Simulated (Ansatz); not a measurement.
# Charge trapping in a frame of glassy nearly rigid 91GeO2-6Al2O3-3Sc2O3 (mol %) from 2500 K (102 atoms): runs compared

Aim: add and remove one electron in a frame of glassy nearly rigid 91GeO2-6Al2O3-3Sc2O3 (mol %) from 2500 K (102 atoms), with atoms held and relaxed, and read trapping energy and localisation.

Computed with Ansatz 0.2.0: Kohn-Sham DFT, r2SCAN, PAW (set soft_1), plane waves.

## Step 1: The cell as built

The cell holds 102 atoms: 29 Ge, 4 Al, 2 Sc and 67 O. Its edges and angles: a = 11.569 Å, b = 11.569 Å, c = 11.569 Å, α = 90.0°, β = 90.0°, γ = 90.0°. 102 atoms (29 Ge, 4 Al, 2 Sc, 67 O) placed at random at 3.62 g/cm³, melted at 4000 K for 10 ps at fixed volume with the Morse and Coulomb pair potential with partial charges (Pedone, Malavasi, Menziani, Cormack and Segre, J. Phys. Chem. B 110, 11780 (2006)). Snapshot at the end of a hold of 10 ps at 2500 K and fixed volume.

What the set-up can't give: The starting topology of bonds comes from the classical model, and needn't be the one that DFT or experiment would give. Sampling is at Γ alone, for a cell whose shortest periodic width is 12 Å.

## Step 2: The reference run

The reference is a single point at the end of the relaxation.

The charged cells start from the geometry of this run, on a uniform background, with spin and a narrow Fermi–Dirac smearing.

Its input, with most atom lines left out:

```yaml
crystal:
  lattice:
    - [11.5695, 0.0, 0.0]
    - [0.0, 11.5695, 0.0]
    - [0.0, 0.0, 11.5695]
  atoms:
    - { symbol: Ge, position: [0.07864, 0.64678, 0.9226] }
    - { symbol: Ge, position: [0.89622, 0.50924, 0.10142] }
    - { symbol: Ge, position: [0.72832, 0.3749, 0.59586] }
    - { symbol: Ge, position: [0.51853, 0.23389, 0.03256] }
    - { symbol: Ge, position: [0.8096, 0.53848, 0.37817] }
    - { symbol: Ge, position: [0.67191, 0.09025, 0.20543] }
    - { symbol: Ge, position: [0.19625, 0.22934, 0.60429] }
    [... atom lines 8 to 102 left out ...]
kpoints:
  mp_grid: { grid: [1, 1, 1] }
hamiltonian:
  xc: r2scan
  pseudopotentials: { kind: paw, azcp: { folder: soft_1 } }
scf:
  occupations: { method: fermi_dirac, width: 0.05 }
output:
  forces: true
  stress: true
  populations: intrinsic
  dos:
    method: { smearing: { sigma: 0.1 } }
    de: 0.1
    projected: { site_lists: { Al: [Al], Ge: [Ge], O: [O], Sc: [Sc] } }
  eigenvalues: true
  write_density: true
  write_potential: true
  volumetric_format: npy
```

- free energy per atom: -1660.2032 eV/atom
- r.m.s. force component: 0.0123 eV/Å
- pressure: -4.073 GPa

Filled and empty levels are parted by 2.79 eV (at Γ alone); a semilocal functional tends to put such gaps too low. In a disordered cell it changes from sample to sample, and tail or defect levels can set it.

## Step 3: The runs

Each row is one run, on 4 threads of Arm Neoverse V1, shared host. The free energy is the program's total, comparable only between runs with the same functional, potentials and atoms; between charge states it hangs on the program's zero of potential.

```tsv
run	atoms	outcome	ionic steps, all passes	free energy (eV)	time	host memory (GiB)
Single point at the start	102	converged	-	-169303.174	86 s	4.9
Relaxation	102	converged	14	-169340.726	13 min	4.8
Single point at the relaxed geometry	102	converged	-	-169340.726	2 min	4.9
An extra electron, atoms held	102	converged	-	-169334.967	6.7 min	7.1
An extra electron, atoms relaxed	102	converged	3	-169334.996	10 min	7.1
An extra electron, levels at the relaxed geometry	102	converged	-	-169334.996	7.2 min	7.1
Neutral at the geometry of the electron	102	converged	-	-169340.697	1.8 min	4.9
An extra hole, atoms held	102	converged	-	-169343.435	8.5 min	7.2
An extra hole, atoms relaxed	102	converged	19	-169344.097	58 min	7.1
An extra hole, levels at the relaxed geometry	102	converged	-	-169344.097	5.8 min	7.1
Neutral at the geometry of the hole	102	converged	-	-169339.231	2 min	4.9
```

In some runs the program notes that the exchange-correlation potential is rough where the density is thin and the stability of the SCF solution was not settled.

A closer look about O71, which holds the most spin of the extra hole after relaxation: 8 atoms, nearest first, numbered in the order of the input, with positions taken from that point.

```tsv
atom	x	y	z	distance (Å)	intrinsic-atomic-orbital charge (e)	moment (μB)
O71	0.00	0.00	0.00	0.00	-0.47	0.68
Ge11	1.39	0.02	1.11	1.78	1.54	0.00
O79	1.11	-0.93	-1.85	2.35	-0.73	0.12
O83	-1.89	-0.51	1.69	2.59	-0.78	0.04
O66	-2.14	1.78	-0.12	2.79	-0.77	0.01
Ge25	-1.01	2.20	-1.39	2.79	1.57	0.00
O44	2.64	-0.93	0.38	2.82	-0.79	0.01
Ge15	0.08	-2.39	-1.56	2.85	1.57	0.00
```

## Step 4: Energies and spread of the extra charge

Energies are differences within one cell and functional; the shift is the gain plus the neutral cell's energy at the new geometry, that is how much cheaper the vertical process becomes there. The spread is the participation number of the site moments (1/Σw², over the spin inside atomic spheres), with the atom that holds the largest share and the spin that the spheres hold in all.

```tsv
carrier	charged less neutral, atoms held (eV)	gain on relaxing (eV)	neutral cell at that geometry, less the reference (eV)	shift of the vertical energy (eV)	spread, atoms held	spread, relaxed
electron	5.759	0.029	0.029	0.059	80; Ge16 3 % of 0.36 μB	76; Ge16 3 % of 0.38 μB
hole	-2.709	0.662	1.496 †	2.157 †	12; O71 16 % of 0.89 μB	2; O71 77 % of 0.88 μB
```

† At this geometry the neutral cell has partly filled levels and no spin, so this energy is doubtful.

## Step 5: Findings

The extra electron gains 0.029 eV as the atoms relax, and its spin stays on about 76 atoms: it stays spread out at this level. With the atoms held, the spheres hold only 0.36 of the 0.92 μB, so the spread is read from a small part of the spin. The extra hole gains 0.66 eV as the atoms relax, and its spin goes from about 12 to 2 atoms: the atoms trap it, with the largest share on O71. The O71–Ge25 distance goes from 3.16 to 2.79 Å. Adding the two vertical energies gives 3.05 eV, against a gap of 2.79 eV in the neutral cell. The zero of the potential cancels in this sum; the excess isn't taken apart here: charging of a small cell, filling of bands on a coarse mesh and the attraction to the background can all enter.

Caveats: Single energies of charged cells hang on the program's zero of potential. In the spin-polarised runs the search for a state of lower energy was switched off. No distortion was seeded, so a trapped state behind a barrier can't be found. Local and semilocal functionals favour spread-out charges, so trapping can be missed. The pressure of -4.1 GPa says that the cell would shrink at this level of theory. Charged cells carry a uniform background, with no correction for images.

The DFT runs together took 1.9 h of wall time.

[Logs are printed without paths, hosts, clocks, repeated set-up lines and the standing remarks that a program may print on its own settings, such as how far it seeks lower states.]

[Hosts, paths, dates, database ids (printed as entryN), source tags and the programs' standing remarks are cut or masked in the printed files.]
